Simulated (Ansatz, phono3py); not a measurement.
# GaP (F-43m): solver, mesh and scattering choices in phono3py, part 4 of 5

Wanted: the sensitivity of κ of GaP to the choices of the transport step.

Measurements to reproduce:
- thermal conductivity 100 W/m/K near room temperature (given in “Combining the AFLOW GIBBS and Elastic Libraries to efficiently and robustly screen thermo-mechanical properties of solids”, 2017, arXiv:1611.05714)

Ansatz 0.2.0 and phono3py 4.10.0; DFT r2SCAN, scalar-relativistic, plane waves, PAW; PAW set soft_1 (the session's first sound run).

So far, κ at 300 K (W/m/K): step 3 (relaxation-time solution) 126; step 16 (solver LBTE) 129; step 17 (solver RTA with coherences (SMM19)) 127; step 18 (delta function Gaussian, sigma 0.03 THz) 119; step 19 (delta function Gaussian, sigma 0.1 THz) 116.

## 20. Two-phonon phase space, third order supercell 3×3×3, supercell 6×6×6

Level of this step: DFT r2SCAN, scalar-relativistic, plane waves, PAW; PAW set soft_1; phono3py on Ansatz's force constants (phono3py).

The two-phonon density of states counts the channels open to a mode, without matrix elements.

phono3py.yaml reads:

```yaml
phono3py:
  version: "4.10.0"
  frequency_unit_conversion_factor: 15.633302
  symmetry_tolerance: 1.00000e-05

physical_unit:
  atomic_mass: "AMU"
  length: "angstrom"

space_group:
  type: "F-43m"
  number: 216
  Hall_symbol: "F -4 2 3"

primitive_matrix:
- [  1.000000000000000,  0.000000000000000,  0.000000000000000 ]
- [  0.000000000000000,  1.000000000000000,  0.000000000000000 ]
- [  0.000000000000000,  0.000000000000000,  1.000000000000000 ]

supercell_matrix:
- [   3,   0,   0 ]
- [   0,   3,   0 ]
- [   0,   0,   3 ]

# [primitive_cell block left out]
unit_cell:
  lattice:
  - [     0.000000000000000,     2.725833929100000,     2.725833929100000 ] # a
  - [     2.725833929100000,     0.000000000000000,     2.725833929100000 ] # b
  - [     2.725833929100000,     2.725833929100000,     0.000000000000000 ] # c
  points:
  - symbol: Ga # 1
    coordinates: [  0.000000000000000,  0.000000000000000,  0.000000000000000 ]
    mass: 69.723000
    reduced_to: 1
  - symbol: P # 2
    coordinates: [  0.250000000000000,  0.250000000000000,  0.250000000000000 ]
    mass: 30.973762
    reduced_to: 2

# [supercell block left out]
phonon_supercell_matrix:
- [   6,   0,   0 ]
- [   0,   6,   0 ]
- [   0,   0,   6 ]

# [phonon_primitive_cell block left out]
# [phonon_supercell block left out]
nac:
  born_effective_charge:
  - # 1 (Ga)
    - [  2.148332994284952,  0.000000000000000,  0.000000000000000 ]
    - [  0.000000000000000,  2.148332994284952,  0.000000000000000 ]
    - [  0.000000000000000,  0.000000000000000,  2.148332994284952 ]
  - # 2 (P)
    - [ -2.148332994284952,  0.000000000000000,  0.000000000000000 ]
    - [  0.000000000000000, -2.148332994284952,  0.000000000000000 ]
    - [  0.000000000000000,  0.000000000000000, -2.148332994284952 ]
  dielectric_constant:
    - [  9.349330290410645,  0.000000000000000,  0.000000000000000 ]
    - [  0.000000000000000,  9.349330290410645,  0.000000000000000 ]
    - [  0.000000000000000,  0.000000000000000,  9.349330290410641 ]
  unit_conversion_factor: 14.399645
```

On the command line:

```
> phono3py phono3py.yaml --mesh 23 23 23 --jdos --gp 0 --num-freq-points 80
```

The log of the run:

```text
[banner, memory and clock lines left out]
Rust backend (phonors) using rayon (8 threads).
Running in phono3py.load mode.
Spglib version 2.8.0
----------------------------- General settings -----------------------------
Run mode: jdos
HDF5 data compression filter: gzip
Crystal structure was read from "phono3py.yaml".
Supercell (dim): [3 3 3]
Phonon supercell (dim-fc2): [6 6 6]
Primitive matrix:
  [1. 0. 0.]
  [0. 1. 0.]
  [0. 0. 1.]
Spacegroup: F-43m (216)
Use -v option to watch primitive cell, unit cell, and supercell structures.
NAC parameters were read from "phono3py.yaml".
fc3 was read from "fc3.hdf5".
fc2 was read from "fc2.hdf5".
----------------------------- Force constants ------------------------------
Max drift of fc3: 0.00000300 (yyx) 0.00000300 (yyx) 0.00000300 (yxy)
Max drift of fc2: -0.00000400 (zz) -0.00000400 (zz)
--------------------------- Calculation settings ---------------------------
Non-analytical term correction (NAC): True
NAC unit conversion factor:  14.39964
BZ integration: Tetrahedron-method
Cutoff frequency: 0.01
Number of frequency sampling points: 80
Mesh sampling: [ 23 23 23 ]
Generating grid system ... [ 23 23 23 ]
  PRB 50, 13035(R) (1994), PRB 55, 10355 (1997)
  G-cutoff distance: 1.21, Number of G-points: 307, Lambda: 0.39
--------------------------------- Joint DOS ---------------------------------
Running harmonic phonon calculations...
======================= Grid point 0 (1/1) =======================
q-point: ( 0.00  0.00  0.00)
Number of triplets: 364
Frequency
  -0.003
  -0.003
  -0.003
  10.785
  10.785
  10.785
Tetrahedron method is used.
Calculations at 80 frequency points are divided into 8 batches.
1/8: [ 1  2  3  4  5  6  7  8  9 10]
2/8: [11 12 13 14 15 16 17 18 19 20]
3/8: [21 22 23 24 25 26 27 28 29 30]
4/8: [31 32 33 34 35 36 37 38 39 40]
5/8: [41 42 43 44 45 46 47 48 49 50]
6/8: [51 52 53 54 55 56 57 58 59 60]
7/8: [61 62 63 64 65 66 67 68 69 70]
8/8: [71 72 73 74 75 76 77 78 79 80]
JDOS is written into "jdos-m232323-g0.dat".
```

Run time: 1.7 s. Hardware: 8 threads of Arm Neoverse V2, shared host; peak memory 0.11 GiB.

The joint density of states at Gamma has structure finer than the step of the table below, so its rows give means over 1 THz, whole bins alone (the curve runs from 0 to 23.9 THz). Peaks (THz: height): absorption class 0.9: 9.46, 4.2: 3.42, 7.6: 6.08; decay class 6.7: 1.63, 13.6: 6.07, 16.6: 2.85, 18.1: 2.45, 21.5: 4.06, 22.4: 7.87, 23.3: 1.84.

The joint density of states at Gamma by frequency; means over each step:

```tsv
frequency (THz)	absorption class (1/THz)	decay class (1/THz)
1	5.03	0.00703
2	1.85	0.0337
3	2.27	0.0865
4	2.71	0.200
5	1.89	0.591
6	2.24	1.13
7	4.00	1.55
8	4.75	1.16
9	1.73	1.15
10	0.282	1.52
11	0.0430	0.851
12	0	0.425
13	0	2.80
14	0	5.59
15	0	3.46
16	0	1.93
17	0	2.37
18	0	1.63
19	0	0.0895
20	0	0.304
21	0	2.86
22	0	4.01
23	0	1.41
```

## 21. Without the dipole term, third order supercell 3×3×3, supercell 6×6×6

Dropping the dipole term tests how much its part of the interpolation matters for κ.

phono3py.yaml is that of step 20.

On the command line:

```
> phono3py phono3py.yaml --mesh 19 19 19 --br --isotope --nonac --ts 100 300 600
```

The log of the run:

```text
Rust backend (phonors) using rayon (8 threads).
Running in phono3py.load mode.
Spglib version 2.8.0
----------------------------- General settings -----------------------------
Run mode: conductivity-RTA
HDF5 data compression filter: gzip
Crystal structure was read from "phono3py.yaml".
Supercell (dim): [3 3 3]
Phonon supercell (dim-fc2): [6 6 6]
Primitive matrix:
  [1. 0. 0.]
  [0. 1. 0.]
  [0. 0. 1.]
Spacegroup: F-43m (216)
Use -v option to watch primitive cell, unit cell, and supercell structures.
fc3 was read from "fc3.hdf5".
fc2 was read from "fc2.hdf5".
----------------------------- Force constants ------------------------------
Max drift of fc3: 0.00000300 (yyx) 0.00000300 (yyx) 0.00000300 (yxy)
Max drift of fc2: -0.00000400 (zz) -0.00000400 (zz)
--------------------------- Calculation settings ---------------------------
BZ integration: Tetrahedron-method
Temperature:  100.0  300.0  600.0
Cutoff frequency: 0.01
Mesh sampling: [ 19 19 19 ]
Generating grid system ... [ 19 19 19 ]
fc3-r2q-transformation over three atoms: True
--------------------------- Phonon calculations ----------------------------
Running harmonic phonon calculations...
-------------------- Lattice thermal conductivity (RTA) --------------------
Running heat capacity calculations...
Running velocity calculations...
Running isotope scattering calculations with tetrahedron method...
======================= Grid point 0 (1/220) =======================
q-point: ( 0.00  0.00  0.00)
Boundary mean free path (millimeter): 1000.000
Mass variance parameters: 1.97e-04 0.00e+00
Number of triplets: 220
Frequency     group velocity (x, y, z)     |gv|
  -0.003   (   0.000    0.000    0.000)    0.000
  -0.003   (   0.000    0.000    0.000)    0.000
  -0.003   (   0.000    0.000    0.000)    0.000
  10.785   (   0.000    0.000    0.000)    0.000
  10.785   (   0.000   -0.000    0.000)    0.000
  10.785   (  -0.000    0.000    0.000)    0.000
======================= Grid point 1 (2/220) =======================
q-point: ( 0.05  0.00  0.00)
Boundary mean free path (millimeter): 1000.000
Mass variance parameters: 1.97e-04 0.00e+00
Number of triplets: 670
Frequency     group velocity (x, y, z)     |gv|
   0.561   ( -18.977   18.977   18.977)   32.870
   0.561   ( -18.977   18.977   18.977)   32.870
   1.116   ( -38.249   38.249   38.249)   66.250
  10.781   (   0.277   -0.277   -0.277)    0.480
  10.781   (   0.277   -0.277   -0.277)    0.480
  10.969   ( -11.739   11.739   11.739)   20.333
[217 grid points left out]
======================= Grid point 1647 (220/220) =======================
q-point: (-0.26  0.47  0.21)
Boundary mean free path (millimeter): 1000.000
Mass variance parameters: 1.97e-04 0.00e+00
Number of triplets: 1810
Frequency     group velocity (x, y, z)     |gv|
   3.815   (   4.076    2.121   -0.000)    4.595
   4.432   (  -0.331    3.340   -0.000)    3.356
   6.487   (   1.292   -4.211    0.000)    4.405
   9.861   (  -1.930   -1.603    0.000)    2.509
  10.820   (   1.110    0.393   -0.000)    1.177
  11.779   (   0.296    1.118   -0.000)    1.156
=================== End of collection of collisions ===================
----------- Thermal conductivity (W/m-k) with tetrahedron method -----------
#  T(K)        xx         yy         zz         yz         xz         xy
  100.0     498.987    498.987    498.987     -0.000     -0.000      0.000
  300.0     127.533    127.533    127.533     -0.000     -0.000      0.000
  600.0      64.526     64.526     64.526     -0.000     -0.000      0.000

Thermal conductivity related properties were written into
"kappa-m191919.hdf5".
Summary of calculation was written in "phono3py.yaml".
```

Run time: 26 s. Hardware: 8 threads; peak memory 0.1 GiB.

Numbers from this step:

```yaml
kappa_at_300_k: 127.5 W/m/K
kappa_xx_yy_zz_at_300_k: 127.5, 127.5, 127.5 W/m/K
```

W/m/K. Kappa, by row:

```tsv
T (K)	xx	yy	zz	yz	xz	xy
100	499	499	499	0	0	0
300	127.5	127.5	127.5	0	0	0
600	64.53	64.53	64.53	0	0	0
```

κ at 300 K goes from 126 to 128 W/(m K). Only the interpolation between the solved wavevectors changes, and the fewer these are, the more it matters.

## 22. A changed mass, third order supercell 3×3×3, supercell 6×6×6

Changing one mass at fixed force constants separates the effect of mass from that of bonding.

phono3py.yaml is that of step 21.

On the command line:

```
> phono3py phono3py.yaml --mesh 19 19 19 --br --mass 139.446 30.974 --ts 100 300 600
```

The log of the run:

```text
[banner, memory and clock lines left out]
Rust backend (phonors) using rayon (8 threads).
Running in phono3py.load mode.
Spglib version 2.8.0
----------------------------- General settings -----------------------------
Run mode: conductivity-RTA
HDF5 data compression filter: gzip
Crystal structure was read from "phono3py.yaml".
Supercell (dim): [3 3 3]
Phonon supercell (dim-fc2): [6 6 6]
Primitive matrix:
  [1. 0. 0.]
  [0. 1. 0.]
  [0. 0. 1.]
Spacegroup: F-43m (216)
Use -v option to watch primitive cell, unit cell, and supercell structures.
NAC parameters were read from "phono3py.yaml".
fc3 was read from "fc3.hdf5".
fc2 was read from "fc2.hdf5".
----------------------------- Force constants ------------------------------
Max drift of fc3: 0.00000300 (yyx) 0.00000300 (yyx) 0.00000300 (yxy)
Max drift of fc2: -0.00000400 (zz) -0.00000400 (zz)
--------------------------- Calculation settings ---------------------------
Non-analytical term correction (NAC): True
NAC unit conversion factor:  14.39964
BZ integration: Tetrahedron-method
Temperature:  100.0  300.0  600.0
Cutoff frequency: 0.01
Mesh sampling: [ 19 19 19 ]
Generating grid system ... [ 19 19 19 ]
fc3-r2q-transformation over three atoms: True
--------------------------- Phonon calculations ----------------------------
  PRB 50, 13035(R) (1994), PRB 55, 10355 (1997)
  G-cutoff distance: 1.21, Number of G-points: 307, Lambda: 0.39
Running harmonic phonon calculations...
-------------------- Lattice thermal conductivity (RTA) --------------------
Running heat capacity calculations...
Running velocity calculations...
======================= Grid point 0 (1/220) =======================
q-point: ( 0.00  0.00  0.00)
Boundary mean free path (millimeter): 1000.000
Number of triplets: 220
Frequency     group velocity (x, y, z)     |gv|
  -0.003   (   0.000    0.000    0.000)    0.000
  -0.003   (   0.000    0.000    0.000)    0.000
  -0.003   (   0.000    0.000    0.000)    0.000
   9.921   (   0.000   -0.000   -0.000)    0.000
   9.921   (  -0.000   -0.000    0.000)    0.000
   9.921   (  -0.000    0.000    0.000)    0.000
======================= Grid point 1 (2/220) =======================
q-point: ( 0.05  0.00  0.00)
Boundary mean free path (millimeter): 1000.000
Number of triplets: 670
Frequency     group velocity (x, y, z)     |gv|
   0.429   ( -14.518   14.518   14.518)   25.146
   0.429   ( -14.518   14.518   14.518)   25.146
   0.870   ( -29.570   29.570   29.570)   51.217
   9.924   (  -0.175    0.175    0.175)    0.304
   9.924   (  -0.175    0.175    0.175)    0.304
  10.943   (  -0.188    0.188    0.188)    0.325
[217 grid points left out]
======================= Grid point 1647 (220/220) =======================
q-point: (-0.26  0.47  0.21)
Boundary mean free path (millimeter): 1000.000
Number of triplets: 1810
Frequency     group velocity (x, y, z)     |gv|
   2.786   (   2.593    1.328   -0.000)    2.913
   3.268   (  -0.047    2.523   -0.000)    2.523
   4.591   (   0.641   -2.944    0.000)    3.013
   9.859   (  -0.766   -1.051    0.000)    1.301
  10.384   (   1.221    0.514   -0.000)    1.325
  11.420   (   0.540    0.804   -0.000)    0.969
=================== End of collection of collisions ===================
----------- Thermal conductivity (W/m-k) with tetrahedron method -----------
#  T(K)        xx         yy         zz         yz         xz         xy
  100.0     652.790    652.790    652.790     -0.000     -0.000      0.000
  300.0     168.724    168.724    168.724     -0.000     -0.000      0.000
  600.0      82.906     82.906     82.906     -0.000     -0.000      0.000

Thermal conductivity related properties were written into
"kappa-m191919.hdf5".
Summary of calculation was written in "phono3py.yaml".
```

Wall time 23 s (8 threads); peak memory 0.1 GiB.

Numbers from this step:

```
κ at 300 K            : 168.7 W/m/K
κ xx, yy, zz at 300 K : 168.7, 168.7, 168.7 W/m/K
```

W/m/K. Kappa, by row:

```tsv
T (K)	xx	yy	zz	yz	xz	xy
100	652.8	652.8	652.8	0	0	0
300	168.7	168.7	168.7	0	0	0
600	82.91	82.91	82.91	0	0	0
```

Without isotope scattering in either run, κ at 300 K goes from 146 to 169 W/(m K).

## 23. Mass disorder, third order supercell 3×3×3, supercell 6×6×6

A typed mass variance takes the place of the natural one on the sites of one element, as a model of more or less disorder.

phono3py.yaml is that of step 22.

On the command line:

```
> phono3py phono3py.yaml --mesh 19 19 19 --br --isotope --mv 0.001 0 --ts 100 150 200 300 400 500 600 800
```

The log of the run:

```text
[banner, memory and clock lines left out]
Rust backend (phonors) using rayon (8 threads).
Running in phono3py.load mode.
Spglib version 2.8.0
----------------------------- General settings -----------------------------
Run mode: conductivity-RTA
HDF5 data compression filter: gzip
Crystal structure was read from "phono3py.yaml".
Supercell (dim): [3 3 3]
Phonon supercell (dim-fc2): [6 6 6]
Primitive matrix:
  [1. 0. 0.]
  [0. 1. 0.]
  [0. 0. 1.]
Spacegroup: F-43m (216)
Use -v option to watch primitive cell, unit cell, and supercell structures.
NAC parameters were read from "phono3py.yaml".
fc3 was read from "fc3.hdf5".
fc2 was read from "fc2.hdf5".
----------------------------- Force constants ------------------------------
Max drift of fc3: 0.00000300 (yyx) 0.00000300 (yyx) 0.00000300 (yxy)
Max drift of fc2: -0.00000400 (zz) -0.00000400 (zz)
--------------------------- Calculation settings ---------------------------
Non-analytical term correction (NAC): True
NAC unit conversion factor:  14.39964
BZ integration: Tetrahedron-method
Temperature:  100.0  150.0  200.0  300.0  400.0 ... 800.0
Cutoff frequency: 0.01
Mesh sampling: [ 19 19 19 ]
Generating grid system ... [ 19 19 19 ]
fc3-r2q-transformation over three atoms: True
--------------------------- Phonon calculations ----------------------------
  PRB 50, 13035(R) (1994), PRB 55, 10355 (1997)
  G-cutoff distance: 1.21, Number of G-points: 307, Lambda: 0.39
Running harmonic phonon calculations...
-------------------- Lattice thermal conductivity (RTA) --------------------
Running heat capacity calculations...
Running velocity calculations...
Running isotope scattering calculations with tetrahedron method...
======================= Grid point 0 (1/220) =======================
q-point: ( 0.00  0.00  0.00)
Boundary mean free path (millimeter): 1000.000
Mass variance parameters: 1.00e-03 0.00e+00
Number of triplets: 220
Frequency     group velocity (x, y, z)     |gv|
  -0.003   (   0.000    0.000    0.000)    0.000
  -0.003   (   0.000    0.000    0.000)    0.000
  -0.003   (   0.000    0.000    0.000)    0.000
  10.785   (   0.000   -0.000    0.000)    0.000
  10.785   (   0.000    0.000    0.000)    0.000
  10.785   (   0.000    0.000   -0.000)    0.000
======================= Grid point 1 (2/220) =======================
q-point: ( 0.05  0.00  0.00)
Boundary mean free path (millimeter): 1000.000
Mass variance parameters: 1.00e-03 0.00e+00
Number of triplets: 670
Frequency     group velocity (x, y, z)     |gv|
   0.559   ( -18.935   18.935   18.935)   32.796
   0.559   ( -18.935   18.935   18.935)   32.796
   1.134   ( -38.643   38.643   38.643)   66.931
  10.779   (   0.427   -0.427   -0.427)    0.740
  10.779   (   0.427   -0.427   -0.427)    0.740
  11.878   (   1.019   -1.019   -1.019)    1.765
[217 grid points left out]
======================= Grid point 1647 (220/220) =======================
q-point: (-0.26  0.47  0.21)
Boundary mean free path (millimeter): 1000.000
Mass variance parameters: 1.00e-03 0.00e+00
Number of triplets: 1810
Frequency     group velocity (x, y, z)     |gv|
   3.815   (   4.332    2.136   -0.000)    4.829
   4.441   (  -0.489    3.290   -0.000)    3.326
   6.490   (   1.280   -4.161    0.000)    4.353
   9.866   (  -1.937   -1.571    0.000)    2.494
  10.812   (   1.022    0.282   -0.000)    1.060
  11.780   (   0.267    1.113   -0.000)    1.145
=================== End of collection of collisions ===================
----------- Thermal conductivity (W/m-k) with tetrahedron method -----------
#  T(K)        xx         yy         zz         yz         xz         xy
  100.0     272.473    272.473    272.473     -0.000     -0.000      0.000
  150.0     172.461    172.461    172.461     -0.000     -0.000      0.000
  200.0     129.255    129.255    129.255     -0.000     -0.000      0.000
  300.0      90.335     90.335     90.335     -0.000     -0.000      0.000
  400.0      71.250     71.250     71.250     -0.000     -0.000      0.000
  500.0      59.419     59.419     59.419     -0.000     -0.000      0.000
  600.0      51.198     51.198     51.198     -0.000     -0.000      0.000
  800.0      40.344     40.344     40.344     -0.000     -0.000      0.000

Thermal conductivity related properties were written into
"kappa-m191919.hdf5".
Summary of calculation was written in "phono3py.yaml".
```

Wall time 25 s (8 threads); peak memory 0.1 GiB.

This step gave:

```
κ at 300 K            : 90.33 W/m/K
κ xx, yy, zz at 300 K : 90.33, 90.33, 90.33 W/m/K
```

W/m/K. Kappa, by row:

```tsv
T (K)	xx	yy	zz	yz	xz	xy
100	272.5	272.5	272.5	0	0	0
150	172.5	172.5	172.5	0	0	0
200	129.3	129.3	129.3	0	0	0
300	90.33	90.33	90.33	0	0	0
400	71.25	71.25	71.25	0	0	0
500	59.42	59.42	59.42	0	0	0
600	51.2	51.2	51.2	0	0	0
800	40.34	40.34	40.34	0	0	0
```

κ at 300 K goes from 126 in the base run to 90.3 W/(m K).

[end of part 4 of 5]

[Logs are printed without paths, hosts, clocks, repeated set-up lines and the standing remarks that a program may print on its own settings, such as how far it seeks lower states.]

[Hosts, paths, dates, database ids (printed as entryN), source tags and the programs' standing remarks are cut or masked in the printed files.]

[A step with changed settings may run another functional than the one named; its input shows which.]
